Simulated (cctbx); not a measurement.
# Accept or mend?

Cell a = 10.2900 Å, b = 10.2900 Å, c = 4.1370 Å, α = 90.00°, β = 90.00°, γ = 120.00°; space group P-6 (no. 174).

Simulated single-crystal data (cctbx): Mo Kα, λ = 0.71073 Å, to d = 0.7 Å, 50 % of the full sphere, strongest reflection 20000 counts, noise from counting, a 3 % proportional error and a noise floor of 15 counts (s.d.); no absorption.

An anisotropic refinement with weights 1/σ² prints:

```text
Rint 0.045, 833 unique reflections to 0.70 A
cycle     R1     wR2    GooF  max shift (A)
   1  0.1351  0.3107   6.200   0.06243
   3  0.1141  0.2671   5.330   0.00003
final R1 0.1141 wR2 0.2671 GooF 5.330  parameters 36  data/parameter 23.1
atom        x        y        z      Ueq    occ   su(xyz)  su(Uiso or U11)
Hf1    0.00000  0.00000  0.50000   0.0024  1.000  0.00000  0.0014  NPD
Hf2    0.66667  0.33333  0.00000   0.0084  1.000  0.00000  0.0017
Sb1    0.33333  0.66667  0.00000   0.0129  1.000  0.00000  0.0025
Sb2    0.92167  0.37721  0.50000   0.0087  1.000  0.00064  0.0026
Sb3    0.03599  0.78737  0.00000   0.0076  1.000  0.00069  0.0025
Cu1    0.91028  0.62157  0.50000  -0.0077  1.000  0.00075  0.0027  NPD
Cu2    0.05239  0.54592  0.00000   0.0118  1.000  0.00121  0.0047
Mn1    0.24350  0.78865  0.50000   0.0120  1.000  0.00157  0.0052
difference map: max 36.76 min -12.26 rms 2.28
Q1    0.2824  0.0392  0.0000    3   37.48  2.56 A from Sb3
Q2    0.0845  0.2899  0.0000    3   12.66  1.57 A from Sb3
Q3    0.3522  0.2967  0.5000    3   10.56  0.32 A from Cu1
Q4    0.4273  0.3298  0.5000    3   10.54  0.47 A from Cu1
Q5    0.0379  0.6046  0.0000    3    9.72  0.69 A from Cu2
Q6    0.0000  0.0000  0.5000    1    9.53  0.00 A from Hf1
```

**Question.** Can this result stand? If not, what is the likely fault?

Mend it. The fault: an atom left out, Cu at (0.2799, 0.0380, 0). Against the right model at the same level, R1 goes from 0.0255 to 0.1141 and GooF from 0.93 to 5.33, U of Cu1 shrinks from 0.0084 to -0.0077 Å², the top difference peak, 37.5 e/Å³, lies 2.56 Å from Sb3 and Hf1 and Cu1 go non-positive-definite. Q1 is the missing atom. With scattering power missing, scale and phases suffer, so peaks may also grow on the heavy atoms.

The compound is Hf2Mn3Cu9Sb7. The right model at the same level gives:

```text
Rint 0.045, 833 unique reflections to 0.70 A
cycle     R1     wR2    GooF  max shift (A)
   1  0.0359  0.0665   1.331   0.00763
   2  0.0255  0.0465   0.932   0.00000
final R1 0.0255 wR2 0.0465 GooF 0.932  parameters 42  data/parameter 19.8
atom        x        y        z      Ueq    occ   su(xyz)  su(Uiso or U11)
Hf1    0.00000  0.00000  0.50000   0.0029  1.000  0.00000  0.0002
Hf2    0.66667  0.33333  0.00000   0.0127  1.000  0.00000  0.0004
Sb1    0.33333  0.66667  0.00000   0.0125  1.000  0.00000  0.0004
Sb2    0.92289  0.37765  0.50000   0.0112  1.000  0.00013  0.0004
Sb3    0.03478  0.78965  0.00000   0.0074  1.000  0.00013  0.0004
Cu1    0.91146  0.62638  0.50000   0.0084  1.000  0.00025  0.0009
Cu2    0.04923  0.54462  0.00000   0.0081  1.000  0.00021  0.0007
Cu3    0.28050  0.03843  0.00000   0.0159  1.000  0.00031  0.0010
Mn1    0.23593  0.78595  0.50000   0.0098  1.000  0.00028  0.0010
Flack x: 0.04(2)
Hooft y: 0.032(27)  Bijvoet pairs: 400
difference map: max 1.64 min -2.03 rms 0.41
Q1    0.4181  0.1154  0.0000    3    1.65  1.23 A from Cu3
Q2    0.0679  0.2831  0.0000    3    1.58  0.96 A from Cu3
Q3    0.2272  0.7124  0.0000    3    1.47  1.39 A from Sb1
Q4    0.4445  0.1419  0.5000    3    1.42  0.72 A from Sb2
Q5    0.1220  0.3756  0.1261    6    1.34  1.62 A from Cu3
Q6    0.0412  0.2248  0.5000    3    1.34  2.10 A from Mn1
```

The model was made for the exercise: a known structure type with other elements put in, its volume estimated, not relaxed; displacement parameters are assumed.

[Middle refinement cycles are left out of these outputs.]

[Logs are printed without paths, hosts, clocks, repeated set-up lines and the standing remarks that a program may print on its own settings, such as how far it seeks lower states.]
